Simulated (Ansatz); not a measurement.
**SbAs (model cell, started as rocksalt type): following an unstable mode**

Wanted: the energy along a soft mode of SbAs (model cell, started as rocksalt type) and the structure at the end.

Calculated with Ansatz 0.2.0; DFT PBEsol, scalar-relativistic, plane waves, PAW.

The structure was built from a prototype and need not be the compound's stable phase.

**1. The structure**

Symmetry: Fm-3m, No. 225, cubic system. The conventional cell has a = 5.763 Å, b = 5.763 Å, c = 5.763 Å, α = 90.00°, β = 90.00°, γ = 90.00°. Sb has 6 As at 2.88 Å nearest. Nearest to As lie 6 Sb at 2.88 Å. Farther neighbours are not listed.

**2. Phonons on a q mesh**

The cell comes from relaxations at this level that are not shown. Stability and thermal properties need the whole zone. Linear response on a 4×4×4 q mesh gives force constants as far as a supercell of that size would.

Contents of input.yaml:

```yaml
crystal:
  lattice:
    - [0.0, 2.8813061903, 2.8813061903]
    - [2.8813061903, 0.0, 2.8813061903]
    - [2.8813061903, 2.8813061903, 0.0]
  atoms:
    - { symbol: Sb, position: [0.0, 0.0, 0.0] }
    - { symbol: As, position: [0.5, 0.5, 0.5] }
kpoints:
  mp_grid: { grid: [12, 12, 12] }
hamiltonian:
  xc: pbesol
scf:
  occupations: { method: methfessel_paxton, width: 0.2 }
output:
  eigenvalues: true
phonons:
  method: dfpt
  qmesh: [4, 4, 4]
  temperatures: { t_max: 1000, t_step: 50 }
  qpath:
    path:
      - [[0.0, 0.0, 0.0], [0.5, 0.0, 0.5], [0.625, 0.25, 0.625]]
      - [[0.375, 0.375, 0.75], [0.0, 0.0, 0.0], [0.5, 0.5, 0.5], [0.5, 0.25, 0.75], [0.5, 0.0, 0.5]]
    npoints: 10
```

Launch:

```bash
$ ansatz run input.yaml --threads 4 --pin off --max-ram 7168MiB --backend cpu --events-out ev --progress --plain --runs-dir out
```

Numbers of over 12 decimals in the logs are rounded to 6 here.

What it wrote:

```text
Engine: ansatz 0.2.0, aarch64-unknown-linux-gnu
Pseudopotentials: kind: paw
Pseudopotential: Sb, paw, valence charge 15, recommended cutoff 420 eV (normal), Sb.paw.azcp
Pseudopotential: As, paw, valence charge 15, recommended cutoff 420 eV (normal), As.paw.azcp
Functional definition: PBEsol
  exchange = pbesol_x
  correlation = pbesol_c
Crystal: 2 atoms, lattice volume = 47.841 Å³
Basis set: ecut = 420 eV, 941 PW (Γ), exchange–correlation on 60×60×60 points (8 copies of the dense FFT grid, shifted against one another)
Bands: 19, of which v1, the nominal top of the filled ones, is band 15 counted from 1 (14 counted from 0)
Symmetry: 48 space group operations
k-points: 72 of 1728
Non-local potential: Sb, projectors of the file, l = 0: 2, l = 1: 2, l = 2: 2, l = 3: 2
Non-local potential: As, projectors of the file, l = 0: 2, l = 1: 2, l = 2: 3, l = 3: 1
PAW form: soft (Blöchl's): semilocal exchange-correlation on the pseudo side does not see the compensation charge
PAW frozen core: Sb, regenerated for the run's functional, and the local potential with it (the file was generated under x = pbe(κ = 0.804, μ = 0.219515), c = pbe(β = 0.066725))
PAW frozen core: As, regenerated for the run's functional, and the local potential with it (the file was generated under x = pbe(κ = 0.804, μ = 0.219515), c = pbe(β = 0.066725))
PAW one-centre angular grid: Sb, 590 points (default); XC on 64 Gauss nodes
PAW one-centre angular grid: As, 590 points (default); XC on 64 Gauss nodes
Initial density: superposition of atomic densities (neutral atoms: chi_scale 0, normalization atom), corrected by the library's trained network
Initial wavefunctions: pseudopotential atomic-orbital guess
Functional: x = pbesol(κ = 0.804, μ = 0.123457), c = pbesol(β = 0.046)
SCF iter   1: F=—  HF=-11221.049688 eV  |F-HF|=—  |Δ(HF+E_count)|=         —  Δρ=2.78e-3  dr2=6.06e-3  ethr=1.77e-3  ⟨swp⟩=5.2  Hψ=6279  notcnv=0
preconditioner: auto → Kerker (q_TF=auto, 2.524 Å⁻¹)  [metal: Δε(μ)=0.076 eV  Ē_g=9.535 eV  σ=0.200 eV  W_gap=0.32  n_scr=14 (ndim 8)  ℏωp=17.0 eV  f_vac=0.000  D(μ)=0.96/eV (n_scr^D=8)]
SCF iter   2: F=—  HF=-11221.047002 eV  |F-HF|=—  |Δ(HF+E_count)|=   2.69e-3  S|Δr|=    0.00e0  Δρ=1.55e-3  dr2=1.28e-3  ethr=2.02e-5  ⟨swp⟩=2.6  Hψ=3035  notcnv=0
SCF iter   3: F=—  HF=-11221.046700 eV  |F-HF|=—  |Δ(HF+E_count)|=   3.02e-4  S|Δr|=    0.00e0  Δρ=4.50e-4  dr2=1.50e-4  ethr=4.28e-6  ⟨swp⟩=2.1  Hψ=1783  notcnv=0
SCF iter   4: F=—  HF=-11221.046689 eV  |F-HF|=—  |Δ(HF+E_count)|=   1.09e-5  S|Δr|=    0.00e0  Δρ=2.11e-4  dr2=2.23e-5  ethr=5.01e-7  ⟨swp⟩=2.1  Hψ=1701  notcnv=0
SCF iter   5: F=—  HF=-11221.046694 eV  |F-HF|=—  |Δ(HF+E_count)|=   4.84e-6  S|Δr|=    0.00e0  Δρ=6.40e-5  dr2=2.60e-6  ethr=7.44e-8  ⟨swp⟩=2.1  Hψ=2036  notcnv=0
SCF iter   6: F=—  HF=-11221.046693 eV  |F-HF|=—  |Δ(HF+E_count)|=   7.55e-7  S|Δr|=    0.00e0  Δρ=3.32e-5  dr2=2.70e-7  ethr=8.67e-9  ⟨swp⟩=2.0  Hψ=2094  notcnv=0
SCF iter   7: F=—  HF=-11221.046693 eV  |F-HF|=—  |Δ(HF+E_count)|=   2.95e-7  S|Δr|=    0.00e0  Δρ=6.12e-6  dr2=1.50e-8  ethr=8.98e-10  ⟨swp⟩=2.0  Hψ=2454  notcnv=0
SCF iter   8: F=—  HF=-11221.046693 eV  |F-HF|=—  |Δ(HF+E_count)|=   2.73e-9  S|Δr|=    0.00e0  Δρ=1.30e-6  dr2=6.55e-10  ethr=5.00e-11  ⟨swp⟩=2.9  Hψ=2138  notcnv=0
SCF iter   9: F=-11221.046693 eV  HF=-11221.046693 eV  |F-HF|=1.82e-12  |Δ(HF+E_count)|=  1.09e-10  S|Δr|=    0.00e0  Δρ=1.27e-7  dr2=5.68e-12  ethr=1.00e-12  ⟨swp⟩=4.3  Hψ=6597  notcnv=0
SCF 1 converged in 9 iterations: F = -11221.046693 eV  dr2 = 5.68e-12
  greatest PAW one-centre occupation: 0.999 electrons in one spin orbital (limit 2), on the As atom at site 1 (counted from 0), in its partial waves of l = 2
Initial density: read from a saved state, or passed on in memory by an earlier SCF of this step, an earlier step, the calling program or the single point that the run made first
iter 1 solved again at ethr=1.48e-7 eV; its pass at ethr=3.10e-3 eV (dr2=4.45e-5 eV) is discarded
SCF iter   1: F=—  HF=-11221.046693 eV  |F-HF|=—  |Δ(HF+E_count)|=         —  Δρ=7.81e-7  dr2=1.19e-10  ethr=1.48e-7  ⟨swp⟩=2.9  Hψ=9554  notcnv=0
eigensolver tolerance schedule: the retry pair's looser diagonalisation over-reported the residual by 373854.07 of it (diagonalisation noise at an unbounded share of the residual, at the tolerance the schedule requests for it); recorded, not acted on — ethr = c·dr2/N_el stays at c = 1.0e-1
preconditioner: auto → Kerker (q_TF=auto, 2.524 Å⁻¹)  [metal: Δε(μ)=0.060 eV  Ē_g=9.538 eV  σ=0.200 eV  W_gap=0.25  n_scr=14 (ndim 8)  ℏωp=17.0 eV  f_vac=0.000  D(μ)=0.95/eV (n_scr^D=8)]
SCF iter   2: F=—  HF=-11221.046693 eV  |F-HF|=—  |Δ(HF+E_count)|=   3.28e-7  S|Δr|=    0.00e0  Δρ=4.03e-7  dr2=3.23e-11  ethr=1.00e-12  ⟨swp⟩=4.1  Hψ=3561  notcnv=0
SCF iter   3: F=—  HF=-11221.046693 eV  |F-HF|=—  |Δ(HF+E_count)|=  2.36e-11  S|Δr|=    0.00e0  Δρ=2.63e-7  dr2=1.37e-11  ethr=1.00e-12  ⟨swp⟩=3.1  Hψ=3350  notcnv=0
SCF iter   4: F=-11221.046693 eV  HF=-11221.046693 eV  |F-HF|=1.82e-12  |Δ(HF+E_count)|=  5.46e-12  S|Δr|=    0.00e0  Δρ=1.34e-7  dr2=3.38e-12  ethr=1.00e-12  ⟨swp⟩=2.0  Hψ=2736  notcnv=0
SCF 2 converged in 4 iterations: F = -11221.046693 eV  dr2 = 3.38e-12
phonons: the bands overlap, so this run is a metal and interpolates without the dipole-dipole term. If the crystal is really an insulator or semiconductor, its LO-TO splitting is missing
NSCF: frozen V_eff on 72 k-points
NSCF: frozen V_eff on 163 k-points
DFPT response loops at q = (0, 0, 0) (fractional): preconditioner auto → Kerker (q_TF=auto, 2.524 Å⁻¹) (partly filled bands, converged f_vac=0.000); β = 1.00, the filter's whole step (`scf.mixing.beta` (0.50) is not read by the response loops under this deck's `scf.mixing.preconditioner`; to damp them name `kerker` or `kerker_dos`, under which they read `scf.mixing.beta`, and type it under 1.00, their step now; both keys bind the ground state too); Broyden in place of MSR1
NSCF: frozen V_eff on 1872 k-points
DFPT response loops at q = (0, 0, 0.25) (fractional): mixed as the last ones told, above
NSCF: frozen V_eff on 952 k-points
DFPT response loops at q = (0, 0, -0.5) (fractional): mixed as the last ones told, above
NSCF: frozen V_eff on 1020 k-points
DFPT response loops at q = (0, 0.25, 0.25) (fractional): mixed as the last ones told, above
NSCF: frozen V_eff on 3456 k-points
DFPT response loops at q = (0, 0.25, -0.5) (fractional): mixed as the last ones told, above
NSCF: frozen V_eff on 1872 k-points
DFPT response loops at q = (0, 0.25, -0.25) (fractional): mixed as the last ones told, above
NSCF: frozen V_eff on 560 k-points
DFPT response loops at q = (0, -0.5, -0.5) (fractional): mixed as the last ones told, above
NSCF: frozen V_eff on 1020 k-points
DFPT response loops at q = (0.25, -0.5, -0.25) (fractional): mixed as the last ones told, above
SCF converged after 9 iterations
Stability not checked: this state was not tested for a lower state beside it, because cold or Methfessel-Paxton smearing, or corrected tetrahedra, fill the levels in a way that the test cannot read (fill_not_monotonic; see scf.lower_state_search)
Free energy (F): -11221.046693 eV
Harris-Foulkes:  -11221.046693 eV  (|F-HF|=1.82e-12)
Internal energy: -11221.045452 eV  (E = F + TS)
E sigma→0 (E₀):  -11221.046383 eV
Entropy (-TS):   -0.001241 eV (-0.620 meV/atom)
Fermi energy:    11.147655 eV
--- Per-component energies (eV) ---
  E_band       = -373.720881
  E_kinetic    = 310.526527
  E_local      = -3117.113778  (includes V_loc(G=0)·N_el)
  E_nonlocal   = -304.512557
  E_hartree    = 1587.714708
  E_xc         = -216.718205
  E_vxc        = -176.529579  (∫ρ·V_xc dr)
  E_paw        = -6291.806342  (= ΣΔE_a)
  E_vpaw       = -261.521039  (= ΣTr[D̂ρ^β])
  E_aug_tail   = 0.000005  (compensation charges beyond the density's cutoff)
  E_ewald      = -3190.434096
  E_core_change = 1.298286  (= ΣΔE_core)
  E_smearing   = -0.001241  (= −TS)
  E_closure    = 0.000000  (closes the sum)
  Σ components = -11221.046693   (vs F -11221.046693, Δ=0.00e0)
--- Band table (eV; the first three rows and the last of 72) ---
  k-point 0: bands = [... 11 lower, 6.3765, 9.2932, 9.2932, 9.2932, 14.9349, 14.9349, 14.9349, 16.4399]
  k-point 1: bands = [... 11 lower, 5.9214, 9.3054, 9.3054, 9.5756, 14.5052, 14.5052, 14.6024, 16.3527]
  k-point 2: bands = [... 11 lower, 4.9197, 9.3516, 9.3516, 10.0657, 13.6257, 13.6257, 13.9019, 16.4143]
  k-point 71: bands = [... 11 lower, 1.8662, 5.6467, 5.6467, 11.1572, 11.6003, 16.5979, 16.5979, 18.1647]
--- Phonons (Γ-DFPT): 2 representative perturbations + reference (Σ response iterations 6) ---
  ASR residual: 1.381e-5 → 0.000e0 eV/Å²; symmetrization residual: 1.355e-5 eV/Å²
  ASR residual per site (eV/Å²): 1.38e-5 9.80e-6
  Γ frequencies (cm⁻¹): -143.38 -143.38 -143.38 0.00 0.00 0.00
--- Phonons (arbitrary-q DFPT): 8 irreducible q on the 4×4×4 mesh ---
  q = [0.0000, 0.0000, 0.0000] (star 1, of the zone-centre solve; hermiticity 7.73e-6, symmetrization 4.82e-12): -143.38 -143.38 -143.38 -0.00 0.00 0.00
  q = [0.0000, 0.0000, 0.2500] (star 8, 2 solved perturbations on 936 of 1728 k-point pairs; hermiticity 1.01e-5, symmetrization 3.86e-12): 68.05 68.05 89.96 139.23 139.23 162.58
  q = [0.0000, 0.0000, -0.5000] (star 4, 2 solved perturbations on 476 of 1728 k-point pairs; hermiticity 1.35e-13, symmetrization 1.26e-12): 108.99 108.99 145.93 147.19 147.19 163.68
  q = [0.0000, 0.2500, 0.2500] (star 6, 4 solved perturbations in 1608 linear systems a pass and spin channel, the states on 510 of 1728 k-point pairs; hermiticity 5.79e-6, symmetrization 1.34e-12): 34.60 34.60 62.83 62.83 115.36 142.28
  q = [0.0000, 0.2500, -0.5000] (star 24, 4 solved perturbations in 5328 linear systems a pass and spin channel, the states on 1728 of 1728 k-point pairs; hermiticity 6.88e-6, symmetrization 2.72e-12): 77.34 80.42 97.40 118.72 126.85 143.66
  q = [0.0000, 0.2500, -0.2500] (star 12, 4 solved perturbations in 2892 linear systems a pass and spin channel, the states on 936 of 1728 k-point pairs; hermiticity 6.34e-6, symmetrization 4.63e-12): 55.02 62.63 103.74 130.88 137.38 152.38
  q = [0.0000, -0.5000, -0.5000] (star 3, 4 solved perturbations in 886 linear systems a pass and spin channel, the states on 280 of 1728 k-point pairs; hermiticity 1.34e-5, symmetrization 2.92e-12): 42.60 42.60 61.96 88.99 100.77 100.77
  q = [0.2500, -0.5000, -0.2500] (star 6, 4 solved perturbations in 1544 linear systems a pass and spin channel, the states on 510 of 1728 k-point pairs; hermiticity 6.08e-6, symmetrization 1.47e-12): 61.87 61.87 96.04 96.04 115.53 143.08
  sum rule: each row above includes the acoustic sum rule's correction from the zone centre's row sums; it moved no ω² by more than (0.19 cm⁻¹)²
  mesh force constants: q→R imaginary residual 2.15e-18; ASR residual 1.381e-5 → 0.000e0 eV/Å²; symmetrization residual 3.553e-15 eV/Å²
  interpolated dispersion: 62 rows × 6 modes
  density of states and harmonic sums: on the 20×20×20 q-mesh, interpolated from the force constants of a 4×4×4 supercell (no non-analytic term)
  largest difference from the sums on the solved wave vectors: F 6.63e-3 eV, S 9.21e-6 and C_V 3.67e-6 eV/K
  zero-point energy: 0.038000 eV/cell   skipped modes (ω ≤ 0): 38, of them read as no rigid motion or as one in doubt: 35 (6.338e-2 modes/cell left out, lowest -143.38 cm⁻¹)   left out of the sums: 1.06e-2 of the cell's modes: C_V's classical limit lies that fraction below 3 k_B per atom; for a crystal, a wire or a layer, F and S can be off by more, and a phonons.interpolated_qmesh denser along its periods is the remedy for the sampling
```

Wall time 5.1 min (4 threads of Arm Neoverse V2, shared host); peak memory 3.7 GiB; 20 min of CPU time.

Numbers from this step:

- volume per atom: 23.92 Å³
- gap on the k-mesh: 0 eV
- sum-rule residual before enforcement: 1.38e-5 eV/Å²
- lowest frequency on the path: -143.4 cm⁻¹
- point group: m-3m
- highest frequency on the path or at a solved wavevector: 184.4 cm⁻¹
- highest optical mode at the zone centre (no LO-TO term): -143.4 cm⁻¹
- lowest optical zone-centre mode: -143.4 cm⁻¹
- lowest mode on the q mesh (acoustic modes at Γ apart): -143.4 cm⁻¹

Frequencies (cm⁻¹) solved at each irreducible wavevector; negative means imaginary. Frequencies by wavevector, by row:

| q in reciprocal lattice units | star | mode 1 | mode 2 | mode 3 | mode 4 | mode 5 | mode 6 |
| --- | --- | --- | --- | --- | --- | --- | --- |
| 0 0 0 | 1 | -143.4 | -143.4 | -143.4 | 0 | 0 | 0 |
| 0 0 0.25 | 8 | 68 | 68 | 90 | 139.2 | 139.2 | 162.6 |
| 0 0 -0.5 | 4 | 109 | 109 | 145.9 | 147.2 | 147.2 | 163.7 |
| 0 0.25 0.25 | 6 | 34.6 | 34.6 | 62.8 | 62.8 | 115.4 | 142.3 |
| 0 0.25 -0.5 | 24 | 77.3 | 80.4 | 97.4 | 118.7 | 126.8 | 143.7 |
| 0 0.25 -0.25 | 12 | 55 | 62.6 | 103.7 | 130.9 | 137.4 | 152.4 |
| 0 -0.5 -0.5 | 3 | 42.6 | 42.6 | 62 | 89 | 100.8 | 100.8 |
| 0.25 -0.5 -0.25 | 6 | 61.9 | 61.9 | 96 | 96 | 115.5 | 143.1 |

Interpolated from a 4×4×4 q mesh. The phonon branches at the labelled points (cm⁻¹):

| point | branch 1 | branch 2 | branch 3 | branch 4 | branch 5 | branch 6 |
| --- | --- | --- | --- | --- | --- | --- |
| Γ | -143 | -143 | -143 | 0 | 0 | 0 |
| halfway | 35 | 35 | 63 | 63 | 115 | 142 |
| X | 43 | 43 | 62 | 89 | 101 | 101 |
| halfway | 54 | 61 | 66 | 91 | 110 | 121 |
| U | 66 | 68 | 84 | 86 | 126 | 150 |
| jump to K | 66 | 68 | 84 | 86 | 126 | 150 |
| halfway | 49 | 88 | 89 | 110 | 150 | 167 |
| Γ | -143 | -143 | -143 | 0 | 0 | 0 |
| halfway | 68 | 68 | 90 | 139 | 139 | 163 |
| L | 109 | 109 | 146 | 147 | 147 | 164 |
| halfway | 78 | 87 | 110 | 122 | 135 | 149 |
| W | 62 | 62 | 96 | 96 | 116 | 143 |
| halfway | 58 | 66 | 76 | 93 | 105 | 135 |
| X | 43 | 43 | 62 | 89 | 101 | 101 |

The phonon branches as a text plot (rows in cm⁻¹):

```
    178 |                                    ****
    164 |                  *   **           * *  ***
    150 |                ** ******           * **********  **
    137 |    *****      *  ****  *          *   * *****  **  *
    123 |              ****  ***           *   *    ******    *
    109 |   *  ** **  **    *** * **       * ** ****  *** *******
     96 |    **  *  *****  **  *****        * **   ***  *********
     82 |   *     **     ***    **         * *       ***     *
     68 |      ************ **** ***      * *          **********
     55 |  * **   **   **  * **** ***     **               *****
     41 |      ***  ***     *    ****    *                     **
     27 | *****                   ****  **
     14 | *                          *  * *
      0 |*                            **
    -14 |
    -27 |
    -41 |  *                        *
    -55 |   *
    -68 |                           *
    -82 |
    -96 |  *                        *    *
   -109 |
   -123 | *                          *
   -137 |**                          ****
         Γ           X  U|K            Γ         L        W     X
```

Symmetry leaves 8 wavevectors to solve. The lowest mode among them, the acoustic zeros apart, lies at Γ and is imaginary, 143.4i cm⁻¹, so the energy falls along it.

**3. The mode frozen in, largest atomic shift 0 Å**

The mode followed lies at Γ with frequency 143.4i cm⁻¹ and is 3-fold degenerate, the softest among the wavevectors solved. At small amplitude the distorted cell has space group no. 44 by a symmetry search on the positions. The undistorted cell that holds it gives the zero of energy on the same k mesh.

input.yaml, the sections that differ from step 2:

```yaml
output:
  forces: true
  stress: true
  eigenvalues: true
# crystal, kpoints, hamiltonian, scf: as in step 2
# phonons: removed
```

What it wrote:

```text
[...]
Crystal: 2 atoms, lattice volume = 47.841 Å³
Basis set: ecut = 420 eV, 941 PW (Γ), exchange–correlation on 60×60×60 points (8 copies of the dense FFT grid, shifted against one another)
Bands: 19, of which v1, the nominal top of the filled ones, is band 15 counted from 1 (14 counted from 0)
Symmetry: 48 space group operations
[...]
k-points: 72 of 1728
[...]
--- Band table (eV; the first three rows and the last of 72) ---
  k-point 0: bands = [... 11 lower, 6.3766, 9.2933, 9.2933, 9.2933, 14.9350, 14.9350, 14.9350, 16.4399]
  k-point 1: bands = [... 11 lower, 5.9215, 9.3055, 9.3055, 9.5757, 14.5052, 14.5052, 14.6024, 16.3527]
  k-point 2: bands = [... 11 lower, 4.9198, 9.3517, 9.3517, 10.0657, 13.6258, 13.6258, 13.9019, 16.4144]
  k-point 71: bands = [... 11 lower, 1.8663, 5.6468, 5.6468, 11.1572, 11.6004, 16.5979, 16.5979, 18.1648]
[key lines of the parts left out:]
SCF converged after 7 iterations
Free energy (F): -11221.046693 eV
Fermi energy:    11.147697 eV
P = ⅓ Tr σ = 0.0001 GPa (0.001 kbar)
```

The job ended after 0.87 s (4 threads; peak memory 0.38 GiB).

Numbers from this step:

- pressure: 8.35e-5 GPa
- energy from the undistorted cell: 0 meV/atom

The run ends at a pressure of 0.00 GPa.

**4. The mode frozen in, largest atomic shift 0.14 Å**

The atoms are moved along the unstable eigenvector, the largest shift by 0.14 Å, with the cell fixed.

input.yaml, the sections that differ from step 3:

```yaml
crystal:
  lattice:
    - [0.0, 2.8813061903, 2.8813061903]
    - [2.8813061903, 0.0, 2.8813061903]
    - [2.8813061903, 2.8813061903, 0.0]
  atoms:
    - { symbol: Sb, position: [0.0211410231, 0.0, 0.0] }
    - { symbol: As, position: [0.4656423362, 0.5, 0.5] }
# kpoints, hamiltonian, scf, output: as in step 3
```

What it wrote:

```text
[...]
Crystal: 2 atoms, lattice volume = 47.841 Å³
Basis set: ecut = 420 eV, 941 PW (Γ), exchange–correlation on 60×60×60 points (8 copies of the dense FFT grid, shifted against one another)
Bands: 19, of which v1, the nominal top of the filled ones, is band 15 counted from 1 (14 counted from 0)
Symmetry: 4 space group operations
[...]
k-points: 280 of 1728 (time reversal used)
[...]
--- Band table (eV; the first three rows and the last of 280) ---
  k-point 0: bands = [... 11 lower, 6.4392, 9.1311, 9.3515, 9.3852, 14.4525, 14.5086, 15.0303, 16.4323]
  k-point 1: bands = [... 11 lower, 5.9624, 9.2536, 9.3535, 9.5611, 14.1898, 14.3075, 14.6833, 16.3503]
  k-point 2: bands = [... 11 lower, 4.9324, 9.3042, 9.3691, 10.0230, 13.5628, 13.7062, 13.9381, 16.3454]
  k-point 279: bands = [... 11 lower, 1.8070, 5.6690, 5.6774, 11.1929, 11.6545, 16.5698, 16.5735, 18.2649]
[key lines of the parts left out:]
SCF converged after 7 iterations
Free energy (F): -11221.095254 eV
Fermi energy:    11.207941 eV
P = ⅓ Tr σ = 1.5486 GPa (15.486 kbar)
```

Wall time 4.7 s (4 threads); peak memory 0.55 GiB.

Numbers from this step:

```yaml
pressure: 1.549 GPa
energy_from_the_undistorted_cell: -24.58 meV/atom
```

The energy, extrapolated to zero smearing, is -24.58 meV/atom against the undistorted cell.

The run ends at a pressure of 1.55 GPa, with forces up to 0.12 eV/Å.

**5. Energy along the mode, all amplitudes (two of the runs are shown above)**

An imaginary frequency means negative curvature, so the energy should fall and then rise again as anharmonic terms take over.

Numbers from this step:

- depth at the lowest point sampled: 24.58 meV/atom
- largest atomic shift at that point: 0.14 Å

The energy from the parent by largest atomic shift:

| largest atomic shift (Å) | energy from the parent (meV/atom) |
| --- | --- |
| 0.000 | 0 |
| 0.040 | -3.57 |
| 0.080 | -12.7 |
| 0.140 | -24.6 |
| 0.220 | -12.1 |
| 0.320 | 82.0 |

Displacement at unit largest shift by atom:

| atom | x (Å) | y (Å) | z (Å) | size |
| --- | --- | --- | --- | --- |
| Sb1 | 0.000 | 0.435 | 0.435 | 0.615 |
| As2 | 0.000 | -0.707 | -0.707 | 1.000 |

The lowest of the steps tried is at 0.14 Å, 24.6 meV/atom below the parent; the bottom of the well need not coincide with a step.

(Part 1 of 2 ends here.)

[Logs are printed without paths, hosts, clocks, repeated set-up lines and the standing remarks that a program may print on its own settings, such as how far it seeks lower states.]

[Hosts, paths, dates, database ids (printed as entryN), source tags and the programs' standing remarks are cut or masked in the printed files.]
